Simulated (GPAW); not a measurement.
# MoS2: optical spectrum from first principles

Aim: the dielectric function of MoS2, and the optical constants that follow from it.

Main program and level: GPAW 26.7.0; DFT, LDA, plane-wave PAW (GPAW data sets), scalar-relativistic, RPA, optical limit.

This is a report of a sequence of runs, with most program output left out.

### Step 1. The starting structure

It takes space group R3m (No. 160, trigonal). Conventional cell: a = 3.160 Å, b = 3.160 Å, c = 18.450 Å, α = 90.00°, β = 90.00°, γ = 120.00°. Nearest to Mo lie 6 S at 2.39 Å. S has 3 Mo at 2.39 Å nearest. Nearest to S lie 3 Mo at 2.39 Å. Farther neighbours and most contacts between anions are not listed.

Coordinates:

```
Mo S
1.0
     1.58000    0.91221    6.15000
    -1.58000    0.91221    6.15000
     0.00000   -1.82443    6.15000
Mo S
1 2
Direct
  0.00000 0.00000 0.00000
  0.41700 0.41700 0.41700
  0.25000 0.25000 0.25000
```

### Step 2. Ground state

The self-consistent density comes first; it also tells whether there is a gap, which decides the occupations and the need for a Drude term.

This step: DFT, LDA, plane-wave PAW (GPAW data sets), scalar-relativistic, ground state (GPAW 26.7.0).

gs.py reads:

```python
from ase import Atoms
from ase.dft.bandgap import bandgap
from gpaw import GPAW, PW, FermiDirac

atoms = Atoms(['Mo', 'S', 'S'],
              cell=[[1.579999999983, 0.912213425310, 6.150000000000],
                    [-1.579999999983, 0.912213425310, 6.150000000000],
                    [0.000000000000, -1.824426850620, 6.150000000000]],
              scaled_positions=[[0.000000000000, 0.000000000000, 0.000000000000],
                                [0.417000000000, 0.417000000000, 0.417000000000],
                                [0.250000000000, 0.250000000000, 0.250000000000]],
              pbc=[True, True, True])
atoms.calc = GPAW(mode=PW(450), xc='LDA', kpts={'size': (8, 8, 8), 'gamma': True},
                  occupations=FermiDirac(0.05), maxiter=150, txt='gs.txt')
print('energy (eV)', atoms.get_potential_energy())
print('Fermi level (eV)', atoms.calc.get_fermi_level())
print('valence electrons', atoms.calc.get_number_of_electrons())
print('gap (eV)', bandgap(atoms.calc, output=None)[0])
print('direct gap (eV)', bandgap(atoms.calc, direct=True, output=None)[0])
atoms.calc.write('gs.gpw')
```

On the command line:

```console
$ OMP_NUM_THREADS=1 python gs.py
```

Wall time 26 s (1 thread of Intel Xeon 6975P-C (Granite Rapids), shared host); peak memory 0.21 GiB.

Read-outs, printed or worked out from the files:

| Quantity | Value |
| --- | --- |
| energy | -24.82 eV |
| Fermi energy | 8.526 eV |
| gap on the k-mesh | 0.9503 eV |
| direct gap on the mesh | 2.003 eV |
| electrons | 26 |

There is a gap, 0.95 eV on this mesh (points off the mesh can give less), so no carriers' term is needed.

### Step 3. Bands for the response

At the fixed density, many empty bands are solved on the mesh of the response, since the spectrum sums over them.

This step: DFT, LDA, plane-wave PAW (GPAW data sets), scalar-relativistic, bands at fixed density (GPAW 26.7.0).

nscf.py reads:

```python
from ase.dft.bandgap import bandgap
from gpaw import GPAW, FermiDirac

calc = GPAW('gs.gpw').fixed_density(kpts={'size': (18, 18, 18), 'gamma': True}, nbands=46, convergence={'bands': 40},
                                    occupations=FermiDirac(0.001), txt='nscf.txt')
print('gap (eV)', bandgap(calc, output=None)[0])
print('direct gap (eV)', bandgap(calc, direct=True, output=None)[0])
print('top band over the Fermi level (eV)', min(calc.get_eigenvalues(kpt=k)[39] for k in range(len(calc.get_ibz_k_points()))) - calc.get_fermi_level())
calc.write('full.gpw', mode='all')
```

On the command line:

```console
$ OMP_NUM_THREADS=1 python nscf.py
```

Wall time 9.7 min (1 thread); peak memory 0.85 GiB.

Read-outs, printed or worked out from the files:

| Property | Result |
| --- | --- |
| gap on the k-mesh | 0.8630 eV |
| direct gap on the mesh | 1.693 eV |

### Step 4. Dielectric function, RPA

Local fields let the induced charge screen the field inside the cell, which as a rule lowers ε, most along directions where the density is uneven.

This step: DFT, LDA, plane-wave PAW (GPAW data sets), scalar-relativistic, RPA, optical limit (GPAW 26.7.0).

df.py reads:

```python
from gpaw.response.df import DielectricFunction

df = DielectricFunction('full.gpw', frequencies={'type': 'nonlinear', 'domega0': 0.03, 'omega2': 8},
                        ecut=80,
                        eta=0.1,
                        nbands=40,
                        txt='df.txt')
for direction in ['x', 'z']:
    df.get_dielectric_function(xc='RPA', direction=direction, filename=f'df_{direction}.csv')
```

On the command line:

```console
$ OMP_NUM_THREADS=1 python df.py
```

Run time: 2.4 min. Hardware: 1 thread; peak memory 0.5 GiB.

Numbers from this step:

- electronic dielectric constant ε∞, mean over x, y and z (by symmetry where fewer were run): 11.19
- main peak of Im epsilon, first axis: 2.963 eV

Some rows of df_x.csv (energy; Re and Im without local fields; Re and Im with them):

```text
0.000000, 14.761125, 0.000000, 13.746744, -0.000000
0.555532, 15.186206, 0.161858, 14.117544, 0.140683
1.143969, 16.934504, 0.500033, 15.618548, 0.423056
1.768324, 21.811204, 4.217977, 19.673418, 3.274483
2.431988, 25.553302, 16.714855, 24.370993, 11.549013
3.138794, 2.944896, 18.533995, 4.724456, 22.687785
3.893091, 3.541154, 13.610088, 2.029762, 13.794395
4.699832, -0.455903, 12.389725, -1.372659, 11.424049
5.564682, -1.212497, 7.866595, -1.393361, 6.859353
6.494155, -2.185995, 7.244863, -1.514284, 7.035912
7.495775, -1.417177, 3.688590, -1.401684, 3.519849
8.578281, 0.356616, 2.177630, -0.072450, 2.173443
9.751884, 1.544616, 3.747643, 0.874761, 3.047302
11.028587, -0.734820, 4.473451, -0.605516, 3.604102
12.422601, -1.640760, 3.082207, -1.184139, 2.575954
13.950874, -1.298297, 2.105523, -0.849620, 1.747828
15.633783, -1.362650, 1.333832, -0.808922, 1.205457
17.496047, -0.889077, 0.733717, -0.209118, 0.944408
19.567954, -0.390039, 0.345522, -0.244506, 0.705516
```

Values under the direct gap are tails of Lorentzian lines. The Im ε by photon energy; read off at these points:

```csv
photon energy (eV),E ∥ x,E ∥ z
0.00,0,0
0.50,0.124,0.0277
1.00,0.323,0.0671
1.50,1.09,0.152
2.00,5.76,0.556
2.50,14.1,5.67
3.00,25.6,3.70
3.50,16.5,3.27
4.00,13.7,2.89
4.50,13.9,2.64
5.00,10.5,3.47
5.50,6.93,2.66
6.00,6.84,2.93
6.50,7.04,2.91
7.00,4.91,2.65
7.50,3.53,3.16
8.00,3.10,3.39
8.50,2.11,3.56
9.00,2.52,5.16
9.28,3.11,6.18
9.50,3.45,5.88
10.00,4.07,6.15
10.17,4.37,5.85
10.50,4.01,5.74
11.00,3.64,5.28
11.50,3.36,5.32
12.00,3.09,5.29
12.50,2.51,3.99
13.00,2.15,2.92
13.50,2.01,2.92
14.00,1.73,2.97
14.50,1.83,2.20
15.00,1.54,1.73
15.50,1.26,1.75
16.00,1.11,1.70
16.50,0.875,1.58
17.00,0.836,1.53
17.50,0.946,1.40
18.00,0.903,1.27
18.50,0.895,1.02
19.00,0.773,0.797
19.50,0.723,0.882
```

Re ε against photon energy:

```csv
photon energy (eV),E ∥ x,E ∥ z
0,13.7,6.08
1,15.1,6.37
2,18.2,8.20
3,10.3,4.95
4,1.45,4.76
5,-2.08,3.98
6,-1.33,4.12
7,-2.76,4.17
8,-1.93,3.87
9,0.740,5.11
10,0.990,2.08
11,-0.579,0.951
12,-1.05,-0.845
13,-1.05,-1.29
14,-0.799,-1.19
15,-0.759,-0.846
16,-0.728,-0.580
17,-0.273,-0.557
18,-0.271,-0.618
19,-0.271,-0.394
```

Values under the direct gap are tails of Lorentzian lines. Loss function −Im 1/ε at q → 0 against energy loss; read off at these points:

```csv
energy loss (eV),E ∥ x,E ∥ z
0.00,0,0
0.50,6.3e-4,7.3e-4
1.00,0.00142,0.00165
1.50,0.00342,0.00321
2.00,0.0158,0.00822
2.50,0.0182,0.0636
3.00,0.0336,0.0968
3.50,0.0596,0.113
4.00,0.0724,0.0932
4.50,0.0717,0.103
5.00,0.0915,0.124
5.50,0.135,0.114
6.00,0.141,0.115
6.50,0.136,0.130
7.00,0.155,0.109
7.50,0.245,0.113
8.00,0.232,0.128
8.50,0.468,0.110
9.00,0.366,0.0978
9.50,0.279,0.132
10.00,0.232,0.146
10.50,0.247,0.165
11.00,0.268,0.183
11.50,0.284,0.188
12.00,0.290,0.184
12.50,0.330,0.233
13.00,0.375,0.286
13.50,0.412,0.332
14.00,0.476,0.290
14.50,0.447,0.353
15.00,0.523,0.467
15.50,0.546,0.517
16.00,0.630,0.527
16.50,0.786,0.574
17.00,1.08,0.578
17.50,1.01,0.611
18.00,1.02,0.637
18.50,1.02,0.690
19.00,1.15,1.01
19.21,1.21,1.10
19.50,1.24,1.04
```

The reflectivity at normal incidence has structure finer than the step of the table below, so its rows give means over 0.5 eV, whole bins alone (the curve runs from 0 to 19.9 eV). Peaks (eV: height): E ∥ x 3.06: 53.5, 4.56: 49.0, 6.93: 47.0, 8.03: 43.4, 12.34: 36.1, 15.34: 37.4; E ∥ z 2.39: 29.3, 12.83: 38.4, 14.13: 36.8, 18.62: 36.1.

Table of reflectivity at normal incidence by photon energy; means over each step:

```csv
photon energy (eV),E ∥ x (%),E ∥ z (%)
0.5,33.5,18.1
1.0,35.0,18.7
1.5,38.2,20.1
2.0,41.2,23.7
2.5,47.3,27.2
3.0,52.4,20.8
3.5,48.5,18.8
4.0,45.0,18.1
4.5,46.7,17.5
5.0,47.1,18.2
5.5,43.4,16.4
6.0,40.5,17.3
6.5,42.4,16.4
7.0,46.5,16.5
7.5,39.1,18.1
8.0,40.7,18.5
8.5,24.7,19.7
9.0,17.1,24.7
9.5,20.7,27.1
10.0,23.4,28.4
10.5,29.2,28.9
11.0,30.1,28.9
11.5,31.3,31.2
12.0,33.7,35.4
12.5,35.4,36.1
13.0,34.9,35.8
13.5,33.3,29.4
14.0,32.0,34.8
14.5,33.2,36.6
15.0,34.2,33.3
15.5,37.0,28.6
16.0,36.3,28.6
16.5,35.7,27.4
17.0,27.2,28.1
17.5,23.7,29.3
18.0,24.9,31.3
18.5,25.4,34.7
19.0,26.7,30.8
19.5,26.6,25.4
```

The refractive index n and extinction k by photon energy:

```csv
photon energy (eV),"n, E ∥ x","k, E ∥ x","n, E ∥ z","k, E ∥ z"
0,3.71,0,2.47,0
1,3.89,0.0416,2.52,0.0133
2,4.32,0.667,2.87,0.0970
3,4.35,2.94,2.36,0.785
4,2.76,2.48,2.27,0.635
5,2.08,2.53,2.15,0.807
6,1.68,2.04,2.14,0.685
7,1.20,2.05,2.13,0.621
8,0.928,1.67,2.12,0.798
9,1.30,0.970,2.49,1.04
10,1.61,1.26,2.07,1.49
11,1.25,1.46,1.78,1.49
12,1.05,1.47,1.50,1.76
13,0.820,1.31,0.975,1.50
14,0.745,1.16,1.00,1.48
15,0.691,1.11,0.733,1.18
16,0.548,1.01,0.779,1.09
17,0.551,0.759,0.731,1.05
18,0.580,0.779,0.629,1.01
19,0.524,0.738,0.498,0.801
```

From ε follow the optical constants at some laser and lamp lines:

```csv
wavelength (nm),n x,k x,R (%) x,1/α x,n z,k z,R (%) z,1/α z
1550,3.82,0.030,34.2,4.2 µm,2.50,0.010,18.4,13 µm
1064,3.96,0.056,35.7,1.5 µm,2.55,0.017,19.1,5.0 µm
800,4.28,0.160,38.7,398 nm,2.64,0.032,20.3,2.0 µm
633,4.38,0.744,40.6,68 nm,2.83,0.085,22.9,592 nm
450,5.00,2.111,50.6,17 nm,2.45,0.906,22.9,40 nm
405,4.09,3.040,53.5,11 nm,2.34,0.760,20.2,42 nm
193,1.70,2.041,40.7,7.5 nm,2.05,0.718,16.4,21 nm
```

Below the direct gap, k and the depth come from the tails of the Lorentzian lines, not from transitions.

Rows near the edge hang on the gap, which this functional as a rule makes too small, and phonon-assisted absorption is left out.

### Step 5. Summary of results

```json
{"electronic dielectric constant ε∞, mean over x, y and z (by symmetry where fewer were run) (RPA)": "11.2", "main peak of Im epsilon, first axis": "2.96 eV"}
```

What this shows: At this level (LDA, RPA) MoS2 has a mean ε∞ = 11.2 and n = 3.82 at 1550 nm (E ∥ x), and Im ε peaks at 3.0 eV (E ∥ x). On the mesh the gap is 0.86 eV and the least direct gap 1.69 eV, so on this mesh the band edges lie at different points. Local fields change the static value along x from 14.76 to 13.75 (-7 %). Distinct maxima of Im ε, read by a parabola through the highest points, lie at 1.94 eV (6.7), 2.96 eV (26), 4.46 eV (14) and 10.16 eV (4.4) for E ∥ x. The static values by axis are 13.75 (x), 6.08 (z). Excitons and phonon-assisted transitions are missing; LDA gaps are as a rule too small, which pulls the onset down and ε∞ up. The sum runs over mesh points, so small or evenly spaced maxima can still be ripples of the mesh. In this version of GPAW the matrix elements of the optical limit are incomplete, which can lower ε − 1 by up to a tenth where first-row anions or d states rule, and shift it by more in d metals.

[Machine, clock and banner lines and Python warnings are left out of the logs.]

[Logs are printed without paths, hosts, clocks, repeated set-up lines and the standing remarks that a program may print on its own settings, such as how far it seeks lower states.]

[Hosts, paths, dates, database ids (printed as entryN), source tags and the programs' standing remarks are cut or masked in the printed files.]
